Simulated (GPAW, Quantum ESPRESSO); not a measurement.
Consider NbRu (Pm-3m).

```xyz
2
Lattice="3.1840 0.0000 0.0000 0.0000 3.1840 0.0000 0.0000 0.0000 3.1840" Properties=species:S:1:pos:R:3 pbc="T T T"
Ru    1.5920    1.5920    1.5920
Nb    0.0000    0.0000    0.0000
```

Absorber: atom 2, with 8 Ru at 2.76 Å and 6 Nb at 3.18 Å (cube and octahedron, as in bcc, site symmetry m-3m). Method: Quantum ESPRESSO XSpectra, LDA, excited-electron core hole (neutral cell), 8-atom cell with 5.5 Å between holes, 5×5×5 k points, dipole transitions, Lorentzian half width 0.83 eV.

Q: Where do the maxima of the Nb L₃ edge fall?

Main maxima up to 30 eV above the zero (height): 0.6 eV (3.00), 15.0 eV (0.91), 18.9 eV (0.77) and 23.9 eV (0.86). At an L edge the dipole rule selects empty d (and weakly s) states on the absorber, and the strong line at the onset measures the empty part of its d band. 

The Nb L₃ spectrum (energy from the energy zero of the input (xe0, at the border of filled and empty states); intensity scaled to a mean of 1 over the first 20 eV; the points at xe0, where the cut of filled states can leave a spike, are interpolated):

| E (eV) | intensity |
| --- | --- |
| -2.00 | 0.40 |
| -1.25 | 0.72 |
| -0.50 | 1.51 |
| 0.25 | 2.79 |
| 1.00 | 2.84 |
| 1.75 | 2.18 |
| 2.50 | 1.84 |
| 3.25 | 1.37 |
| 4.00 | 0.95 |
| 4.75 | 0.81 |
| 5.50 | 0.68 |
| 6.25 | 0.59 |
| 7.00 | 0.57 |
| 7.75 | 0.51 |
| 8.50 | 0.51 |
| 9.25 | 0.64 |
| 10.00 | 0.80 |
| 10.75 | 0.84 |
| 11.50 | 0.83 |
| 12.25 | 0.89 |
| 13.00 | 0.88 |
| 13.75 | 0.88 |
| 14.50 | 0.90 |
| 15.25 | 0.91 |
| 16.00 | 0.77 |
| 16.75 | 0.64 |
| 17.50 | 0.65 |
| 18.25 | 0.74 |
| 19.00 | 0.76 |
| 19.75 | 0.68 |
| 20.50 | 0.60 |
| 21.25 | 0.55 |
| 22.00 | 0.56 |
| 22.75 | 0.66 |
| 23.50 | 0.82 |
| 24.25 | 0.84 |
| 25.00 | 0.73 |
| 25.75 | 0.66 |
| 26.50 | 0.66 |
| 27.25 | 0.70 |
| 28.00 | 0.69 |
| 28.75 | 0.67 |
| 29.50 | 0.63 |
| 30.25 | 0.61 |
| 31.00 | 0.64 |
| 31.75 | 0.74 |

Only the L₃ part is meant: spin–orbit coupling of the core level isn't computed and the L₂ copy isn't added. XSpectra leaves a spike where filled states are cut (about half a line width round xe0); it is interpolated away in tables and plots. The holes are only 5.5 Å apart, so the shape is probably not converged with cell size; no larger cell was run here. Lifetime broadening is put in by hand, and intensities beyond about 20 eV depend on it and on the partial waves; weight that the partial waves miss at high energy is lost. The structure is a published determination, not relaxed.

[Banner, clock and machine lines of the logs are left out without a mark of their own.]

[Logs are printed without paths, hosts, clocks, repeated set-up lines and the standing remarks that a program may print on its own settings, such as how far it seeks lower states.]

[Hosts, paths, dates, database ids (printed as entryN), source tags and the programs' standing remarks are cut or masked in the printed files.]

[Lists of maxima count a maximum above −3 eV only where it reaches 4 % of the highest in the window and stands out from its surroundings by 2 % of it (1.5 % where it reaches 55 %); shoulders and weaker maxima are passed over, and of the rest the first, up to two pre-edge ones and the few strongest are named.]
